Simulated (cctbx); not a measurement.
## Bi5As4: solution and refinement

Cell a = 11.0390 Å, b = 11.0390 Å, c = 3.6760 Å, α = 90.00°, β = 90.00°, γ = 90.00°; space group I4/m (no. 87); content Bi10 As8.

The data are simulated with cctbx, not measured: Mo Kα, λ = 0.71073 Å, to d = 0.8 Å, 50 % of the full sphere, strongest reflection 20000 counts, noise from counting, a 2 % proportional error and a noise floor of 8 counts (s.d.); no absorption, and some extinction, which the refinements don't model.

Charge flipping in P1 on normalised amplitudes to 0.9 Å, δ = 1.1 σ, 10 % of the reflections treated as weak, 300 cycles:

```text
cycle      R  skewness
    0  0.582     0.26
   25  0.445     3.32
   50  0.419     3.13
   75  0.400     3.27
  100  0.407     3.39
  125  0.416     3.40
  150  0.419     3.23
  175  0.399     3.26
  200  0.412     3.26
  225  0.417     3.25
  250  0.415     3.43
  275  0.406     3.24
origin shift          correlation  skewness
 0.325  0.924  0.398      0.853      2.74
 0.359  0.266  0.395      0.843      2.37
 0.046  0.656  0.391      0.840      1.89
 0.215  0.730  0.394      0.831      1.84
taken: symmetry correlation 0.853, skewness 2.74
peak      x       y       z  mult  height/sigma
Q1    0.1197  0.1914  0.0000    8     11.2
Q2    0.0000  0.0000  0.5000    2      6.6
Q3    0.0654  0.7067  0.5000    8      4.8
Q4    0.0126  0.4464  0.5000    8      3.3
Q5    0.0947  0.6248  0.0000    8      3.3
Q6    0.0960  0.2609  0.5000    8      2.8
Q7    0.0593  0.8960  0.5000    8      2.1
Q8    0.1083  0.7109  0.0000    8      2.0
```

The origin is taken among those within 0.04 of the best correlation, by the skewness of the map.

It took 0.34 s on 1 thread of Arm Neoverse V2, with other jobs on the host, peak memory 0.07 GiB.

**Question.** Which peaks are atoms, and which elements?

Heights go roughly as Z and multiplicities must add up to the content. First model: Q1 = Bi1 (8 in the cell, height 11.2), Q2 = Bi2 (2 in the cell, height 6.6) and Q3 = As1 (8 in the cell, height 4.8). Against the true structure, Q1 is Bi, Q2 is Bi and Q3 is As; the other peaks are not atoms.

Least squares on F², isotropic:

```text
Rint 0.022, 260 unique reflections to 0.80 A
cycle     R1     wR2    GooF  max shift (A)
   1  0.1746  0.3637  14.826   0.19144
   2  0.0111  0.0246   1.003   0.00006
final R1 0.0111 wR2 0.0246 GooF 1.003  parameters 7  data/parameter 37.1
atom        x        y        z      Ueq    occ   su(xyz)  su(Uiso or U11)
Bi1    0.12011  0.19300  0.00000   0.0147  1.000  0.00002  0.0001
Bi2    0.00000  0.00000  0.50000   0.0113  1.000  0.00000  0.0001
As1    0.06542  0.72405  0.50000   0.0200  1.000  0.00007  0.0002
difference map: max 1.14 min -1.41 rms 0.26
Q1    0.0285  0.6235  0.5000    8    1.19  1.18 A from As1
Q2    0.1946  0.2796  0.5000    8    1.18  2.07 A from Bi1
Q3    0.0799  0.8587  0.1743   16    0.93  1.42 A from Bi1
Q4    0.0146  0.1181  0.1685   16    0.81  1.56 A from Bi1
Q5    0.0809  0.5912  0.0000    8    0.80  2.34 A from As1
```

Anisotropic refinement:

```text
Rint 0.022, 260 unique reflections to 0.80 A
cycle     R1     wR2    GooF  max shift (A)
   1  0.0111  0.0246   1.017   0.00014
   2  0.0106  0.0237   0.980   0.00000
final R1 0.0106 wR2 0.0237 GooF 0.980  parameters 14  data/parameter 18.6
atom        x        y        z      Ueq    occ   su(xyz)  su(Uiso or U11)
Bi1    0.12011  0.19300  0.00000   0.0147  1.000  0.00002  0.0001
Bi2    0.00000  0.00000  0.50000   0.0112  1.000  0.00000  0.0002
As1    0.06542  0.72406  0.50000   0.0200  1.000  0.00007  0.0004
difference map: max 1.15 min -1.33 rms 0.25
Q1    0.1948  0.2791  0.5000    8    1.19  2.07 A from Bi1
Q2    0.0273  0.6221  0.5000    8    1.13  1.20 A from As1
Q3    0.0812  0.8570  0.1722   16    0.93  1.41 A from Bi1
Q4    0.0903  0.4199  0.5000    8    0.83  2.34 A from As1
Q5    0.1864  0.8057  0.5000    8    0.80  1.61 A from As1
Q6    0.0142  0.1182  0.1732   16    0.79  1.57 A from Bi1
```

**Reading.** The refinement ends at R1 = 0.0106, wR2 = 0.0237, GooF = 0.98, with difference density between -1.33 and 1.15 e/Å³. Every site matches the true model in element, within 0.001 Å r.m.s., up to an allowed shift of origin.

True model:

| atom | mult. | x | y | z | Ueq (Å²) |
| --- | --- | --- | --- | --- | --- |
| Bi1 | 2 | 0 | 0 | 0 | 0.0116 |
| Bi2 | 8 | 0.8799 | 0.8070 | 1/2 | 0.0150 |
| As1 | 8 | 0.7761 | 0.5655 | 1/2 | 0.0204 |

The model is made up (kin elements in a known structure type, no relaxation), so it says nothing on whether the phase exists.

[Middle refinement cycles are left out of these outputs.]

[Logs are printed without paths, hosts, clocks, repeated set-up lines and the standing remarks that a program may print on its own settings, such as how far it seeks lower states.]
